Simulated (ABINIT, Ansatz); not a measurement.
## InF3 (R-3c): changed settings of a GW run in ABINIT

Aim: change inputs of a GW run on InF3 (R-3c) and see what moves.

Method: LDA and many-body steps on it, plane waves, in ABINIT 10.8.3.

**1. Set-up**

It takes space group R-3c (No. 167, trigonal). The conventional cell has a = 5.204 Å, b = 5.204 Å, c = 14.723 Å, α = 90.00°, β = 90.00°, γ = 120.00°. Nearest to In lie 6 F at 2.08 Å. F has 2 In at 2.08 Å nearest. Farther neighbours and most contacts between anions are not listed.

The cell and positions are those that the Materials Project relaxed with its own functionals (PBE, PBE+U or r2SCAN), kept fixed.

**2. Screening, 4×4×4 mesh, 124 bands, screening to 114.3 eV**

This step: ABINIT 10.8.3; RPA screening on LDA, plane waves, norm-conserving pseudopotentials.

The RPA dielectric matrix is built and inverted for each q.

Input file run.abi:

```
acell 3*1.0 Angstrom
rprim 
  2.602141182914 1.502346912402 4.907506134507
  -2.602141182914 1.502346912402 4.907506134507
  0.000000000000 -3.004693824873 4.907506134486
ntypat 2
znucl 49 9
natom 8
typat 1 1 2 2 2 2 2 2
xred 
  0.500000000000 0.500000000000 0.500000000000
  -0.000000000000 0.000000000000 0.000000000000
  0.395709220000 0.750000000000 0.104290780000
  0.750000000000 0.104290780000 0.395709220000
  0.895709220000 0.604290780000 0.250000000000
  0.250000000000 0.895709220000 0.604290780000
  0.604290780000 0.250000000000 0.895709220000
  0.104290780000 0.395709220000 0.750000000000
pp_dirpath "pseudos"
pseudos "In.upf, F.upf"
ecut 36
ngkpt 4 4 4
nshiftk 1
shiftk 0 0 0
kptopt 1
chksymbreak 0
istwfk *1
occopt 1
irdwfk 1
optdriver 3
nband 124
ecuteps 4.2
inclvkb 2
awtr 1
symchi 1
indata_prefix "in"
outdata_prefix "out"
tmpdata_prefix "tmp"
```

Command:

```
> OMP_NUM_THREADS=1 mpirun -n 8 abinit run.abi > log
```

Log:

```text
.Version 10.8.3 of ABINIT. v10.8.2 released Aug 2026.

 Symmetries : space group R-3 c (#167); Bravais hR (rhombohedral)
[... echo of the input left out ...]
== DATASET  1 ==================================================================
-   mpi_nproc: 8, omp_nthreads: 1 (-1 if OMP is not activated)

--- !DatasetInfo
iteration_state: {dtset: 1, }
dimensions: {natom: 8, nkpt: 13, mband: 124, nsppol: 1, nspinor: 1, nspden: 1, mpw: 8026, }
cutoff_energies: {ecut:  36.0, pawecutdg:  -1.0, }
electrons: {nelect:   8.40000000E+01, charge:   0.00000000E+00, occopt:   1.00000000E+00, tsmear:   1.00000000E-02, }

 SCREENING: Calculation of the susceptibility and dielectric matrices

 Based on a program developped by R.W. Godby, V. Olevano, G. Onida, and L. Reining.
 Incorporated in ABINIT by V. Olevano, G.-M. Rignanese, and M. Torrent.
.Using double precision arithmetic ; gwpc =  8

[... cell and pseudopotentials left out ...]
--------------------------------------------------------------------------------

 ==== K-mesh for the wavefunctions ====
 Number of points in the irreducible wedge :    13
[... list of points left out ...]
 Together with 12 symmetry operations and time-reversal symmetry
 yields    64 points in the full Brillouin Zone.

 ==== Q-mesh for the screening function ====
 Number of points in the irreducible wedge :    13
[... list of points left out ...]
 Together with 12 symmetry operations and time-reversal symmetry
 yields    64 points in the full Brillouin Zone.

 setmesh: FFT mesh size selected  =    40x   40x   40
          total number of points  =        64000

 vcoul_init : cutoff-mode = AUXILIARY_FUNCTION
 q-points for optical limit:   1
     1)      0.000010    0.000020    0.000030

- screening: taking advantage of time-reversal symmetry
- Maximum band index for partially occupied states nbvw = 42
- Remaining bands to be divided among processors   nbcw = 82
- Number of bands treated by each node ~10

 Number of electrons calculated from density =   84.0000; Expected =   84.0000
 average of density, n =  0.108136
 r_s =    1.3021
 omega_plasma =   31.7205 [eV]

 calculating chi0 at frequencies [eV] :
  1    0.000000E+00    0.000000E+00
  2    0.000000E+00    3.172052E+01

--------------------------------------------------------------------------------
  q-point number  1        q = ( 0.000000, 0.000000, 0.000000) [r.l.u.]
--------------------------------------------------------------------------------
[... chi0 elements left out ...]
 For q-point:  0.000010 0.000020 0.000030
  dielectric constant =   2.3880
  dielectric constant without local fields =   2.4898

  Average fulfillment of the sum rule on Im[epsilon] for q-point    1 :     33.10  [%]
[... wings left out ...]
  q-point number  2        q = ( 0.250000, 0.000000, 0.000000) [r.l.u.]
--------------------------------------------------------------------------------
[... chi0 elements left out ...]
  Average fulfillment of the sum rule on Im[epsilon] for q-point    2 :     42.76  [%]

 [... 11 further q-points ...]
```

It took 5.2 min on 8 MPI ranks of Arm Neoverse V1, shared host; peak memory 7 GiB; 41 min of CPU time.

Numbers from this step:

```
ε∞ with local fields, on this mesh, along the program's q direction : 2.388
the same without local fields                                       : 2.490
plasma frequency                                                    : 31.72 eV
plane waves in the screening matrix                                 : 327
```

Local fields lower ε∞ by 4 %.

**3. Base**

The self-energy is evaluated for the states that the input lists, and the levels follow from it, in one-shot runs by the linearised quasiparticle equation.

This step: G0W0 on LDA, plane waves, norm-conserving pseudopotentials.

run.abi, as its differences from that of step 2:

```diff
@@ -29,8 +29,17 @@
 irdwfk 1
-optdriver 3
+optdriver 4
 nband 124
+gwcalctyp 0
+ecutsigx 36
+symsigma 1
+nkptgw 2
+kptgw 
+  0.5000000000 0.5000000000 0.0000000000
+  0.0000000000 0.0000000000 0.0000000000
+bdgw 
+  41 44
+  41 44
 ecuteps 4.2
-inclvkb 2
-awtr 1
-symchi 1
+irdscr 1
+ppmodel 1
 indata_prefix "in"
```

Log:

```text
.Version 10.8.3 of ABINIT. v10.8.2 released Aug 2026.

 Symmetries : space group R-3 c (#167); Bravais hR (rhombohedral)
[... echo of the input left out ...]
== DATASET  1 ==================================================================
-   mpi_nproc: 8, omp_nthreads: 1 (-1 if OMP is not activated)

--- !DatasetInfo
iteration_state: {dtset: 1, }
dimensions: {natom: 8, nkpt: 13, mband: 124, nsppol: 1, nspinor: 1, nspden: 1, mpw: 8026, }
cutoff_energies: {ecut:  36.0, pawecutdg:  -1.0, }
electrons: {nelect:   8.40000000E+01, charge:   0.00000000E+00, occopt:   1.00000000E+00, tsmear:   1.00000000E-02, }

 SIGMA: Calculation of the GW corrections

 Based on a program developped by R.W. Godby, V. Olevano, G. Onida, and L. Reining.
 Incorporated in ABINIT by V. Olevano, G.-M. Rignanese, and M. Torrent.
.Using double precision arithmetic ; gwpc =  8

[... cell and pseudopotentials left out ...]
--------------------------------------------------------------------------------

 ==== K-mesh for the wavefunctions ====
 Number of points in the irreducible wedge :    13
[... list of points left out ...]
 Together with 12 symmetry operations and time-reversal symmetry
 yields    64 points in the full Brillouin Zone.

 ==== Q-mesh for screening function ====
 Number of points in the irreducible wedge :    13
[... list of points left out ...]
 Together with 12 symmetry operations and time-reversal symmetry
 yields    64 points in the full Brillouin Zone.

 vcoul_init : cutoff-mode = AUXILIARY_FUNCTION
 q-points for optical limit:   1
     1)      0.000010    0.000020    0.000030
 setmesh: FFT mesh size selected  =    60x   60x   60
          total number of points  =       216000

 Number of electrons calculated from density =   84.0000; Expected =   84.0000
 average of density, n =  0.108136
 r_s =    1.3021
 omega_plasma =   31.7205 [eV]

 === KS Band Gaps ===
  >>>> For spin  1
   Minimum direct gap =   4.0423 [eV], located at k-point      :   0.0000  0.0000  0.0000
   Fundamental gap    =   4.0104 [eV], Top of valence bands at :   0.5000  0.5000  0.0000
                                       Bottom of conduction at :   0.0000  0.0000  0.0000
 SIGMA fundamental parameters:
 PLASMON POLE MODEL  1
 number of plane-waves for SigmaX                 7987
 number of plane-waves for SigmaC and W            327
 number of plane-waves for wavefunctions          7987
 number of bands                                   124
 number of independent spin polarizations            1
 number of spinorial components                      1
 number of k-points in IBZ                          13
 number of q-points in IBZ                          13
 number of symmetry operations                      12
 number of k-points in BZ                           64
 number of q-points in BZ                           64
 number of frequencies for dSigma/dE                 9
 frequency step for dSigma/dE [eV]                0.25
 number of omega for Sigma on real axis              0
 max omega for Sigma on real axis  [eV]           0.00
 zcut for avoiding poles [eV]                     0.10

 EPSILON^-1 parameters (SCR file):
 dimension of the eps^-1 matrix on file            327
 dimension of the eps^-1 matrix used               327
 number of plane-waves for wavefunctions          7987
 number of bands                                   124
 number of q-points in IBZ                          13
 number of frequencies                               2
 number of real frequencies                          1
 number of imag frequencies                          1

 matrix elements of self-energy operator (all in [eV])

 Perturbative Calculation

--- !SelfEnergy_ee
iteration_state: {dtset: 1, }
kpoint     : [   0.500,    0.500,    0.000, ]
spin       : 1
KS_gap     :    6.537
QP_gap     :   10.871
Delta_QP_KS:    4.335
data: !SigmaeeData |
     Band     E0 <VxcDFT>   SigX SigC(E0)      Z dSigC/dE  Sig(E)    E-E0       E
       41  -1.177 -23.605 -30.878   5.283   0.806  -0.241 -25.209  -1.604  -2.781
       42  -1.024 -22.915 -30.810   5.689   0.799  -0.252 -24.677  -1.762  -2.786
       43   5.512 -18.194 -12.844  -2.339   0.854  -0.170 -15.621   2.573   8.085
       44   7.061 -19.119 -13.049  -2.620   0.847  -0.181 -16.197   2.922   9.983

--- !SelfEnergy_ee
iteration_state: {dtset: 1, }
kpoint     : [   0.000,    0.000,    0.000, ]
spin       : 1
KS_gap     :    4.042
QP_gap     :    7.881
Delta_QP_KS:    3.839
data: !SigmaeeData |
     Band     E0 <VxcDFT>   SigX SigC(E0)      Z dSigC/dE  Sig(E)    E-E0       E
       41  -1.056 -22.752 -30.714   5.727   0.798  -0.253 -24.536  -1.784  -2.840
       42  -1.056 -22.752 -30.714   5.727   0.798  -0.253 -24.536  -1.784  -2.840
       43   2.986 -15.001 -10.317  -2.322   0.870  -0.149 -12.945   2.055   5.041
       44   8.395 -19.924 -13.242  -2.862   0.839  -0.192 -16.719   3.205  11.600

== END DATASET(S) ==============================================================
================================================================================

 -outvars: echo values of variables after computation  --------
           etotal      0.0000000000E+00
            nband         124
             nkpt          13
          spgroup         167
 [... the other variables as echoed above ...]

 Calculation completed.
```

Wall time 20 s (8 MPI ranks); peak memory 4.2 GiB; 2.6 min of CPU time.

This step gave:

- G0W0 gap on the points computed: 7.822 eV
- starting gap on the mesh: 4.010 eV
- k of the valence top: 0.5, 0.5, 0
- k of the conduction bottom: 0, 0, 0
- Z at the valence top: 0.806
- Z at the conduction bottom: 0.87
- least direct G0W0 gap on the computed points: 7.881 eV

The gap on the mesh goes from 4.01 eV to 7.82 eV, a correction of +3.81 eV.

**4. Broadening of the poles**

run.abi, as its differences from that of step 3:

```diff
@@ -44,2 +44,3 @@
 ppmodel 1
+zcut 0.5 eV
 indata_prefix "in"
```

Log:

```text
.Version 10.8.3 of ABINIT. v10.8.2 released Aug 2026.

 Symmetries : space group R-3 c (#167); Bravais hR (rhombohedral)
[... echo of the input left out ...]
== DATASET  1 ==================================================================
-   mpi_nproc: 8, omp_nthreads: 1 (-1 if OMP is not activated)

--- !DatasetInfo
iteration_state: {dtset: 1, }
dimensions: {natom: 8, nkpt: 13, mband: 124, nsppol: 1, nspinor: 1, nspden: 1, mpw: 8026, }
cutoff_energies: {ecut:  36.0, pawecutdg:  -1.0, }
electrons: {nelect:   8.40000000E+01, charge:   0.00000000E+00, occopt:   1.00000000E+00, tsmear:   1.00000000E-02, }

 SIGMA: Calculation of the GW corrections

 Based on a program developped by R.W. Godby, V. Olevano, G. Onida, and L. Reining.
 Incorporated in ABINIT by V. Olevano, G.-M. Rignanese, and M. Torrent.
.Using double precision arithmetic ; gwpc =  8

[... cell and pseudopotentials left out ...]
--------------------------------------------------------------------------------

 ==== K-mesh for the wavefunctions ====
 Number of points in the irreducible wedge :    13
[... list of points left out ...]
 Together with 12 symmetry operations and time-reversal symmetry
 yields    64 points in the full Brillouin Zone.

 ==== Q-mesh for screening function ====
 Number of points in the irreducible wedge :    13
[... list of points left out ...]
 Together with 12 symmetry operations and time-reversal symmetry
 yields    64 points in the full Brillouin Zone.

 vcoul_init : cutoff-mode = AUXILIARY_FUNCTION
 q-points for optical limit:   1
     1)      0.000010    0.000020    0.000030
 setmesh: FFT mesh size selected  =    60x   60x   60
          total number of points  =       216000

 Number of electrons calculated from density =   84.0000; Expected =   84.0000
[...]
number of omega for Sigma on real axis              0
 max omega for Sigma on real axis  [eV]           0.00
 zcut for avoiding poles [eV]                     0.50

 EPSILON^-1 parameters (SCR file):
 dimension of the eps^-1 matrix on file            327
 dimension of the eps^-1 matrix used               327
 number of plane-waves for wavefunctions          7987
 number of bands                                   124
 number of q-points in IBZ                          13
 number of frequencies                               2
 number of real frequencies                          1
 number of imag frequencies                          1

 matrix elements of self-energy operator (all in [eV])

 Perturbative Calculation

--- !SelfEnergy_ee
iteration_state: {dtset: 1, }
kpoint     : [   0.500,    0.500,    0.000, ]
spin       : 1
KS_gap     :    6.537
QP_gap     :   10.871
Delta_QP_KS:    4.334
data: !SigmaeeData |
     Band     E0 <VxcDFT>   SigX SigC(E0)      Z dSigC/dE  Sig(E)    E-E0       E
       41  -1.177 -23.605 -30.878   5.283   0.806  -0.241 -25.209  -1.604  -2.781
       42  -1.024 -22.915 -30.810   5.689   0.799  -0.252 -24.677  -1.762  -2.786
       43   5.512 -18.194 -12.844  -2.339   0.854  -0.170 -15.621   2.573   8.085
[...]
--- !SelfEnergy_ee
iteration_state: {dtset: 1, }
kpoint     : [   0.000,    0.000,    0.000, ]
spin       : 1
KS_gap     :    4.042
QP_gap     :    7.881
Delta_QP_KS:    3.839
data: !SigmaeeData |
     Band     E0 <VxcDFT>   SigX SigC(E0)      Z dSigC/dE  Sig(E)    E-E0       E
[...]
43   2.986 -15.001 -10.317  -2.322   0.870  -0.149 -12.945   2.055   5.041
       44   8.395 -19.924 -13.242  -2.862   0.840  -0.191 -16.715   3.209  11.603

== END DATASET(S) ==============================================================
================================================================================

 -outvars: echo values of variables after computation  --------
           etotal      0.0000000000E+00
            nband         124
             nkpt          13
          spgroup         167
 [... the other variables as echoed above ...]

 Calculation completed.
```

It took 20 s on 8 MPI ranks; peak memory 4.2 GiB; 2.6 min of CPU time.

This step gave:

```yaml
g0w0_gap_on_the_points_computed: 7.822 eV
starting_gap_on_the_mesh: 4.010 eV
k_of_the_valence_top: 0.5, 0.5, 0
k_of_the_conduction_bottom: 0, 0, 0
z_at_the_valence_top: 0.806
z_at_the_conduction_bottom: 0.87
least_direct_g0w0_gap_on_the_computed_points: 7.881 eV
```

Against G0W0 in ABINIT (4×4×4 mesh, 124 bands, screening to 114.3 eV, Godby-Needs plasmon pole), the gap moves by +0.000 eV.

**5. Point off the mesh**

run.abi, as its differences from that of step 4:

```diff
@@ -34,9 +34,7 @@
 symsigma 1
-nkptgw 2
+nkptgw 1
 kptgw 
-  0.5000000000 0.5000000000 0.0000000000
-  0.0000000000 0.0000000000 0.0000000000
+  0.137 0.291 0
 bdgw 
-  41 44
-  41 44
+  42 43
 ecuteps 4.2
@@ -44,3 +42,2 @@
 ppmodel 1
-zcut 0.5 eV
 indata_prefix "in"
```

Log:

```text
.Version 10.8.3 of ABINIT. v10.8.2 released Aug 2026.

 Symmetries : space group R-3 c (#167); Bravais hR (rhombohedral)
================================================================================
 Values of the parameters that define the memory need of the present run
     intxc =       0    ionmov =       0      iscf =       7    lmnmax =       6
     lnmax =       6     mgfft =      60  mpssoang =       3    mqgrid =    3001
     natom =       8  nloc_mem =       1    nspden =       1   nspinor =       1
    nsppol =       1      nsym =      12    n1xccc =    2501    ntypat =       2
    occopt =       1   xclevel =       1
-    mband =         124        mffmem =           1         mkmem =           2
       mpw =        8026          nfft =      216000          nkpt =          13
================================================================================
  Rough estimation (10% accuracy) of disk space for files :
================================================================================

--------------------------------------------------------------------------------
------------- Echo of variables that govern the present computation ------------
--------------------------------------------------------------------------------
 -outvars: echo values of preprocessed input variables --------
            acell      1.8897261259E+00  1.8897261259E+00  1.8897261259E+00 Bohr

             bdgw          42      43
      chksymbreak           0
             ecut      3.60000000E+01 Hartree
          ecuteps      4.20000000E+00 Hartree
         ecutsigx      3.60000000E+01 Hartree
          ecutwfn      3.60000000E+01 Hartree
-          fftalg         312
           irdscr           1
           irdwfk           1

              ixc       -1012
[...]
- In Generated using ONCVPSP code by D. R. Hamann
- 49.00000  21.00000  180309                  znucl, zion, pspdat
12 -1012 2 -1 1894                            pspcod,pspxc,lmax,lloc,mmax
     nproj     2     2     2
  pspatm : epsatm=   33.93291270
         --- l  ekb(1:nproj) -->
[...]
pspatm: atomic psp has been read  and splines computed

- F Generated using ONCVPSP code by D. R. Hamann
-  9.00000   7.00000  201202                  znucl, zion, pspdat
12 -1012 2 -1 824                             pspcod,pspxc,lmax,lloc,mmax
     nproj     2     2     1
  pspatm : epsatm=    4.94580260
         --- l  ekb(1:nproj) -->
             0    6.487052    1.061847
             1   -4.029087   -1.312559
             2   -2.364936
 pspatm: atomic psp has been read  and splines computed

   8.19341384E+03                                ecore*ucvol(ha*bohr**3)
--------------------------------------------------------------------------------

 ==== K-mesh for the wavefunctions ====
 Number of points in the irreducible wedge :    13
 Reduced coordinates and weights :

     1)     0.00000000E+00  0.00000000E+00  0.00000000E+00       0.01563
     2)     2.50000000E-01  0.00000000E+00  0.00000000E+00       0.09375
     3)     5.00000000E-01  0.00000000E+00  0.00000000E+00       0.04688
[...]
12)    -2.50000000E-01  5.00000000E-01  2.50000000E-01       0.09375
    13)     5.00000000E-01  5.00000000E-01  5.00000000E-01       0.01563

 Together with 12 symmetry operations and time-reversal symmetry
 yields    64 points in the full Brillouin Zone.

--- !ERROR
message: |
    k-point [ 1.3700E-01,  2.9100E-01,  0.0000E+00]  not in the list of k points treated in the preparatory SCF run.
     Change kptgw, or shiftk of previous run.

--- !ERROR
message: |
    k-point [ 1.3700E-01,  2.9100E-01,  0.0000E+00]  not in the list of k points treated in the preparatory SCF run.
     Change kptgw, or shiftk of previous run.

--- from the log ---
k-point [ 1.3700E-01,  2.9100E-01,  0.0000E+00]  not in the list of k points treated in the preparatory SCF run.
     Change kptgw, or shiftk of previous run.
```

The job ended after 2.3 s (8 MPI ranks; peak memory 0.06 GiB).

The run stopped with an error after 2.3 s.

The program's words: k-point [ 1.3700E-01,  2.9100E-01,  0.0000E+00]  not in the list of k points treated in the preparatory SCF run. Change kptgw, or shiftk of previous run.

The fault put into this input: point off the mesh.

**6. Side by side**

Times are wall times on 8 MPI ranks of Arm Neoverse V1, shared host, good to a factor of about two. A run's time includes the screening step that it read.

```tsv
run	mesh	bands	screening cutoff (eV)	DFT gap (eV)	gap on the mesh (eV)	direct (eV)	ε∞ used	time
base	4×4×4	124	114.3	4.010	7.822	7.881	2.39	5.5 min
broadening of the poles	4×4×4	124	114.3	4.010	7.822	7.881	2.39	5.5 min
```

**7. Summary of results**

| Item | Value |
| --- | --- |
| base | 7.822 eV |
| broadening of the poles | 7.822 eV |
| known limits | not at the basis limit; no spin-orbit coupling |

**Reading.** Broadening of the poles: no change against base (keys changed: zcut). Bands and cutoff are finite, so the gap is not at the basis limit. The miss can reach some tenths of an eV and take either sign; the mesh is an error of its own. In the G0W0 runs levels were corrected at 2 k points alone, so a gap called «on the mesh» is the least over those, and an edge elsewhere would be missed. The many-body steps are scalar-relativistic: spin-orbit coupling is not in them.

[Paths, hosts, dates, memory and timing lines, banners, echoed tables and standing remarks are left out of the program output.]

[Logs are printed without paths, hosts, clocks, repeated set-up lines and the standing remarks that a program may print on its own settings, such as how far it seeks lower states.]

[Runs of the session that timed out or met a known fault of the program may be left out.]

[Hosts, paths, dates, database ids (printed as entryN), source tags and the programs' standing remarks are cut or masked in the printed files.]

[G0W0 gaps are taken among the corrected bands and points alone; a level outside them can change the order at an edge.]

[Where Ansatz stands beside ABINIT at settings called matched, ABINIT's density can come from a denser mesh and the files from another edition; pairs whose starting gaps differed by over 0.03 eV were left out, so agreement reads better than it is.]
